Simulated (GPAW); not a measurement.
# STM contrast on TiGe2As4 monolayer, part 2 of 2

Aim: Tersoff-Hamann images of TiGe2As4 monolayer at several biases.

GPAW 26.7.0; GPAW, PAW setups; layer in a repeated cell with vacuum, relaxation of atoms and in-plane cell (the session's first sound run).

So far. Step 2 (Relaxing the atoms): The relaxation lowered the energy of the cell by 1.21 eV (energies extrapolated to zero smearing; the optimiser's log prints free energies). The largest force left on a free atom is 0.015 eV/Å.

## 3. Plane waves, PBE (continued)

Level of this step: GPAW, PAW setups; slab in vacuum (GPAW).

Tip height over the top atom over a1 and a2. Sample bias 1 V, constant current at the mean current 4.0 Å over the top atom.

Values in Å, 12 rows by 16 columns, each cell a mean:
```
4.053 4.043 4.028 4.014 4.004 3.996 3.989 3.987 3.987 3.991 3.999 4.007 4.018 4.032 4.045 4.055
4.032 4.025 4.015 4.005 3.998 3.988 3.981 3.981 3.984 3.994 4.001 4.009 4.019 4.028 4.035 4.038
4.011 4.006 4.001 3.995 3.986 3.975 3.970 3.973 3.986 3.996 4.001 4.006 4.010 4.016 4.021 4.017
4.003 3.997 3.990 3.982 3.973 3.968 3.968 3.973 3.984 3.992 3.999 4.003 4.005 4.008 4.008 4.005
3.991 3.988 3.983 3.975 3.971 3.970 3.972 3.980 3.986 3.989 3.993 3.996 3.998 3.999 3.997 3.995
3.987 3.987 3.984 3.981 3.981 3.980 3.982 3.987 3.987 3.986 3.986 3.986 3.987 3.987 3.987 3.987
3.989 3.992 3.994 3.996 3.996 3.993 3.991 3.988 3.985 3.980 3.975 3.972 3.973 3.976 3.982 3.987
3.999 4.001 4.002 4.003 4.002 4.000 3.997 3.991 3.983 3.974 3.969 3.969 3.971 3.979 3.987 3.994
4.009 4.014 4.018 4.014 4.009 4.005 4.000 3.994 3.983 3.973 3.970 3.974 3.983 3.993 4.000 4.005
4.024 4.032 4.030 4.022 4.015 4.008 4.002 3.994 3.983 3.976 3.977 3.984 3.995 4.003 4.009 4.016
4.049 4.051 4.041 4.029 4.017 4.007 4.000 3.991 3.985 3.985 3.989 3.996 4.003 4.013 4.025 4.037
4.063 4.056 4.040 4.023 4.011 4.004 3.996 3.988 3.987 3.988 3.995 4.002 4.009 4.021 4.037 4.054
```
Columns: a1 from 0 to 0.944; rows upwards: a2 from 0 to 0.944.

Local density of states summed over the bias window over a1 and a2. Sample bias 1 V, constant height 4.0 Å over the top atom.

Values in units of 1e-6 arbitrary, 12 rows by 16 columns, each cell a mean:
```
3.2 3.1 3.0 2.9 2.8 2.8 2.7 2.7 2.7 2.7 2.8 2.8 2.9 3.0 3.1 3.2
3.0 3.0 2.9 2.8 2.8 2.7 2.7 2.7 2.7 2.7 2.8 2.8 2.9 3.0 3.0 3.1
2.9 2.8 2.8 2.8 2.7 2.6 2.6 2.6 2.7 2.8 2.8 2.8 2.9 2.9 2.9 2.9
2.8 2.8 2.7 2.7 2.6 2.6 2.6 2.6 2.7 2.7 2.8 2.8 2.8 2.8 2.8 2.8
2.7 2.7 2.7 2.6 2.6 2.6 2.6 2.7 2.7 2.7 2.7 2.8 2.8 2.8 2.8 2.8
2.7 2.7 2.7 2.7 2.7 2.7 2.7 2.7 2.7 2.7 2.7 2.7 2.7 2.7 2.7 2.7
2.7 2.7 2.7 2.8 2.8 2.7 2.7 2.7 2.7 2.7 2.6 2.6 2.6 2.6 2.7 2.7
2.8 2.8 2.8 2.8 2.8 2.8 2.8 2.7 2.7 2.6 2.6 2.6 2.6 2.6 2.7 2.7
2.9 2.9 2.9 2.9 2.8 2.8 2.8 2.8 2.7 2.6 2.6 2.6 2.7 2.7 2.8 2.8
3.0 3.0 3.0 3.0 2.9 2.8 2.8 2.8 2.7 2.6 2.6 2.7 2.8 2.8 2.9 2.9
3.1 3.1 3.1 3.0 2.9 2.8 2.8 2.7 2.7 2.7 2.7 2.8 2.8 2.9 3.0 3.1
3.2 3.2 3.1 3.0 2.9 2.8 2.8 2.7 2.7 2.7 2.8 2.8 2.8 2.9 3.1 3.2
```
Columns: a1 from 0 to 0.944; rows upwards: a2 from 0 to 0.944.

The potential is flat to 1.8e-4 eV/Å where it is read, so the vacuum is wide enough.

## 4. A changed run

One more run, with changed settings.

File run.py:

```python
import json
import numpy as np
from ase import Atoms
from gpaw import GPAW, PW

slab = Atoms(
    ['As', 'Ge', 'As', 'Ti', 'As', 'Ge', 'As'],
    positions=[
        [0.00000, 0.00000, 8.00000],
        [0.00000, 2.18820, 9.15078],
        [0.00000, 2.18820, 11.61384],
        [0.00000, -0.00000, 13.05336],
        [0.00000, 2.18820, 14.49287],
        [0.00000, 2.18820, 16.95593],
        [0.00000, -0.00000, 18.10671]],
    cell=[[3.79006, -0.0, 0.0], [-1.89503, 3.28228, 0.0], [0.0, 0.0, 26.1067]],
    pbc=[True, True, False])

slab.calc = GPAW(mode=PW(400), xc='PBE', kpts={'size': (9, 9, 1), 'gamma': True},
                 occupations={'name': 'fermi-dirac', 'width': 0.05}, nbands='100%',
                 convergence={'density': 1e-05}, maxiter=75,
                 poissonsolver={'dipolelayer': 'xy'},
                 symmetry={'tolerance': 1e-3}, txt='slab.txt')
result = {}
energy = slab.get_potential_energy()
fermi = slab.calc.get_fermi_level()
v = slab.calc.get_electrostatic_potential().mean((0, 1)) - fermi
n = slab.calc.get_pseudo_density().mean((0, 1))
L = slab.cell[2, 2]
z = np.arange(len(v)) * L / len(v)
low, high = slab.positions[:, 2].min(), slab.positions[:, 2].max()
below, above = np.interp([low - 5.8, high + 5.8], z, v)
slopes = [np.interp(x, z, np.gradient(v, z)) for x in (low - 5.8, high + 5.8)]
eps = np.array([[slab.calc.get_eigenvalues(k, s) for k in range(len(slab.calc.get_ibz_k_points()))]
                for s in range(slab.calc.get_number_of_spins())]) - fermi
top, bottom = eps[eps < 0].max(), eps[eps > 0].min()
dipole = slab.get_dipole_moment()[2]
print(f'energy {energy:.4f} eV, Fermi level {fermi:.4f} eV, dipole {dipole:.5f} e A')
print(f'potential 5.8 A off the faces, from the Fermi level: lower {below:.4f} eV, upper {above:.4f} eV')
print(f'slope of the potential there: lower {slopes[0]:.5f}, upper {slopes[1]:.5f} eV/A')
print(f'nearest levels on the mesh: {top:.4f} and {bottom:.4f} eV')
print('magnetic moment', round(slab.get_magnetic_moment(), 3))
result.update(energy=energy, fermi=fermi, dipole=dipole, below=below, above=above, slopes=slopes, edges=[top, bottom],
              z=z.tolist(), v=v.tolist(), n=n.tolist(), positions=slab.positions.tolist(),
              forces=slab.get_forces(apply_constraint=False).tolist(), moments=slab.get_magnetic_moments().tolist())
json.dump(result, open('result.json', 'w'))
```

Command:

```sh
$ OMP_NUM_THREADS=1 OPENBLAS_NUM_THREADS=1 python run.py
```

What it wrote:

```text
ValueError: zero-size array to reduction operation minimum which has no identity
```

Elapsed: 41 s, on 1 thread of Intel Xeon at 2.60GHz (Ice Lake), shared host; peak memory 0.24 GiB.

The run ended with an error.

The program's message: “ValueError: zero-size array to reduction operation minimum which has no identity”

The change that led to it: nbands = "100 % of the filled bands".

## 5. Summary of results

| Property | Result |
| --- | --- |
| work function, both faces | 5.06 eV |
| dipole along the normal | 0.0018 e Å, near the numerical noise |
| corrugation at -1 V | 0.248 Å |
| corrugation at 1 V | 0.0980 Å |

In words: The corrugation at constant current is largest at -1 V, where the tip height varies by 0.25 Å over the cell. Negative sample bias images filled states, positive bias empty ones. The images are of Tersoff-Hamann type: an s-wave tip, no tip-sample forces, heights closer than in a microscope. The small printed dipole stands for a step of -26 meV from the lower to the upper face, and the probes find -3.8 meV; values this small are near the numerical noise of both. The runs had no spin polarisation, so a magnetic state, which thin layers of d-metal atoms can have, wasn't tested. The layer's cell and atoms come from the relaxation; spin-orbit coupling and temperature are left out.

[Logs are printed without paths, hosts, clocks, repeated set-up lines and the standing remarks that a program may print on its own settings, such as how far it seeks lower states.]

[Hosts, paths, dates, database ids (printed as entryN), source tags and the programs' standing remarks are cut or masked in the printed files.]
